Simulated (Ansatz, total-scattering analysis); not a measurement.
## From S(Q) to neighbour shells

The sample: water and urea (24 H2O and 4 urea; N 7.7, C 3.9, O 26.9, H 61.5 atom %) at 320 K, fixed volume (mean pressure 0.7 GPa), ρ₀ = 0.1024 Å⁻³. The data come from ab initio molecular dynamics with Ansatz (revPBE-D3(BJ), plane waves, PAW default files, Langevin thermostat, no spin, fixed volume, H with the mass of D). The average runs over 1.08 ps of 104 atoms, so shells between rare elements are rough. Mean temperature 311 K, largest m.s.d. 0.54 Å², energy drift -4 meV an atom (last third less first, no steady trend), Langevin friction 10 ps⁻¹; the first quarter of the run is discarded. Start: last frame of a classical run of this cell at the same density and temperature. So short a stretch relaxes bonds and nearest shells but still remembers its start. It is a liquid that moves slowly on the time of the run as far as so short a run tells.

S(Q) is the Faber–Ziman total, Σ ci cj fi fj (Sij − 1)/⟨f⟩² + 1. Below 4 Å⁻¹ the partials are summed on the cell's own reciprocal vectors (from 0.62 Å⁻¹) and folded with a Gaussian of σ = 0.14 Å⁻¹; above it they are transforms of g(r) out to 6.8 Å, tapered over the last 40 %. The fold lowers sharp peaks, and with so few vectors their positions are good to about 0.1 Å⁻¹. X-rays take neutral-atom form factors, neutrons coherent lengths (N 9.36, C 6.6472, O 5.8037, H 6.6681 fm). Hydrogen is taken as deuterium. G(r) = 4πrρ₀[g(r) − 1] carries the resolution of a Lorch-windowed transform up to 20 Å⁻¹. The patterns are simulated, not measured. The cell is small: beyond half the box only the part of each shell inside it is counted, and low-Q values rest on few vectors.

```
Q (Å⁻¹)  X-ray  neutron
    0.6  -0.45     0.33
    0.9  -0.55     0.26
    1.2  -0.06     0.61
    1.5   0.23     0.80
    1.8   1.64     1.53
    2.1   1.75     1.71
    2.4   1.37     1.51
    2.7   1.17     0.99
    3.0   1.17     0.76
    3.3   0.85     0.81
    3.6   0.64     0.89
    3.9   0.63     0.90
    4.2   0.70     0.84
    4.5   0.86     0.76
    4.8   1.01     0.73
    5.1   1.14     0.77
    5.4   1.16     0.84
    5.7   1.07     0.92
    6.0   1.00     1.00
    6.3   1.00     1.06
    6.6   1.05     1.07
    6.9   1.09     1.05
    7.2   1.10     1.05
    7.5   1.02     1.08
    7.8   0.90     1.12
    8.1   0.83     1.16
    8.4   0.86     1.16
    8.7   0.94     1.13
    9.0   1.01     1.07
    9.3   1.05     1.02
    9.6   1.06     0.98
    9.9   1.04     0.95
   10.2   1.01     0.93
   10.5   1.00     0.90
   10.8   1.01     0.88
   11.1   1.03     0.88
   11.4   1.06     0.90
   11.7   1.08     0.93
   12.0   1.05     0.95
```

G(r):

```
r (Å)  X-ray  neutron
  0.6  -0.34    -0.79
  0.7  -0.26    -1.04
  0.8  -0.13    -0.06
  0.9  -0.15     2.10
  1.0  -0.36     3.18
  1.1  -0.21     1.85
  1.2   0.66    -0.28
  1.3   1.36    -1.08
  1.4   0.75    -0.72
  1.5  -0.72    -0.43
  1.6  -1.80    -0.49
  1.7  -2.00    -0.67
  1.8  -1.83    -0.93
  1.9  -1.92    -1.10
  2.0  -2.17    -1.00
  2.1  -1.96    -0.79
  2.2  -1.16    -0.60
  2.3  -0.74    -0.42
  2.4  -1.28    -0.43
  2.5  -1.65    -0.64
  2.6  -0.63    -0.85
  2.7   0.99    -0.90
  2.8   1.64    -0.84
  2.9   1.18    -0.64
  3.0   0.44    -0.20
  3.1  -0.03     0.33
  3.2  -0.20     0.73
  3.3  -0.18     0.87
  3.4  -0.01     0.81
  3.5   0.25     0.73
  3.6   0.56     0.70
  3.7   0.81     0.70
  3.8   0.84     0.70
  3.9   0.71     0.67
  4.0   0.56     0.55
  4.1   0.48     0.35
  4.2   0.46     0.15
  4.3   0.49     0.02
  4.4   0.52    -0.07
  4.5   0.48    -0.15
  4.6   0.34    -0.23
  4.7   0.18    -0.30
  4.8   0.08    -0.31
  4.9   0.02    -0.27
  5.0  -0.11    -0.25
  5.1  -0.26    -0.24
  5.2  -0.30    -0.19
  5.3  -0.33    -0.11
  5.4  -0.54    -0.09
  5.5  -0.85    -0.10
  5.6  -0.98    -0.09
  5.7  -0.86    -0.03
  5.8  -0.64     0.06
  5.9  -0.38     0.15
  6.0  -0.03     0.23
```

**Question.** Which pairs make the maxima of G(r) below 4.5 Å, and what can the data say of the number of neighbours?

Each pair enters with the weight ci cj fi fj (2 − δij)/⟨f⟩², taking f = Z for X-rays at Q = 0: H–H 0.03 / 0.38; O–O 0.37 / 0.06; O–H 0.21 / 0.29; N–O 0.19 / 0.05; N–H 0.05 / 0.13; C–O 0.08 / 0.02; C–H 0.02 / 0.05; N–N 0.02 / 0.01 (X-ray / neutron).

| radiation | maximum (Å) | G (Å⁻²) | pairs that make it (share of the curvature of G, each pair at the same resolution) |
| --- | --- | --- | --- |
| X-ray | 0.84 | -0.10 | O–H or a ripple of the cut in Q |
| X-ray | 1.31 | 1.36 | N–C 58 %, C–O 42 % |
| X-ray | 1.82 | -1.81 | a ripple of the cut in Q |
| X-ray | 2.29 | -0.73 | N–O 72 %, N–N 27 % |
| X-ray | 2.80 | 1.66 | O–O 93 % |
| X-ray | 3.76 | 0.85 | C–O 30 %, O–O 29 %, N–O 23 %, N–C 12 % |
| neutron | 0.99 | 3.23 | O–H 67 %, N–H 33 % |
| neutron | 1.52 | -0.42 | H–H 83 % |
| neutron | 2.35 | -0.39 | H–H 42 %, N–O 29 %, N–N 28 % |
| neutron | 3.31 | 0.87 | O–H 59 %, N–H 37 % |

The first shell (O–H, 0.98 Å) shares its range with N–H (1.02 Å) and C–O (1.25 Å), so its area is a weighted sum. The maxima can be assigned, but 2 totals can't separate 10 partials, so the counts below come from the model itself.

From the coordinates:

```csv
pair,first peak (Å),g there,first minimum (Å),g there,neighbours,kind
O–H,0.98,24.8,1.26,0.00,"1.7 H per O, 0.8 O per H",within molecules
N–H,1.02,27.9,1.32,0.00,"2.0 H per N, 0.2 N per H",within molecules
C–O,1.25,20.6,1.60,0.00,"1.0 O per C, 0.1 C per O",within molecules
N–C,1.37,105.6,1.76,0.00,"1.0 C per N, 2.0 N per C",within molecules
H–H,1.56,2.6,1.90,0.22,1.0,within molecules
C–H,2.05,7.3,2.32,0.36,"4.1 H per C, 0.3 C per H",within molecules
N–O,2.30,4.6,2.54,0.04,"1.0 O per N, 0.3 N per O",within molecules
N–N,2.33,16.8,2.64,0.00,1.0,within molecules
O–O,2.75,3.2,3.26,0.71,3.4,between molecules
```

Distances within molecules give the sharpest pair functions, and with hydrogen they rule the neutron S(Q) at high Q: O–H 0.98 Å, N–H 1.02 Å, C–O 1.25 Å, N–C 1.37 Å, H–H 1.56 Å and C–H 2.05 Å (first peaks only). On the last frame 84 % of the H on O, N or F point at an acceptor of another molecule or at an anion within hydrogen-bond range (2.35 Å to O, N, F; 2.85 Å to Cl, Br, I).

[Logs are printed without paths, hosts, clocks, repeated set-up lines and the standing remarks that a program may print on its own settings, such as how far it seeks lower states.]
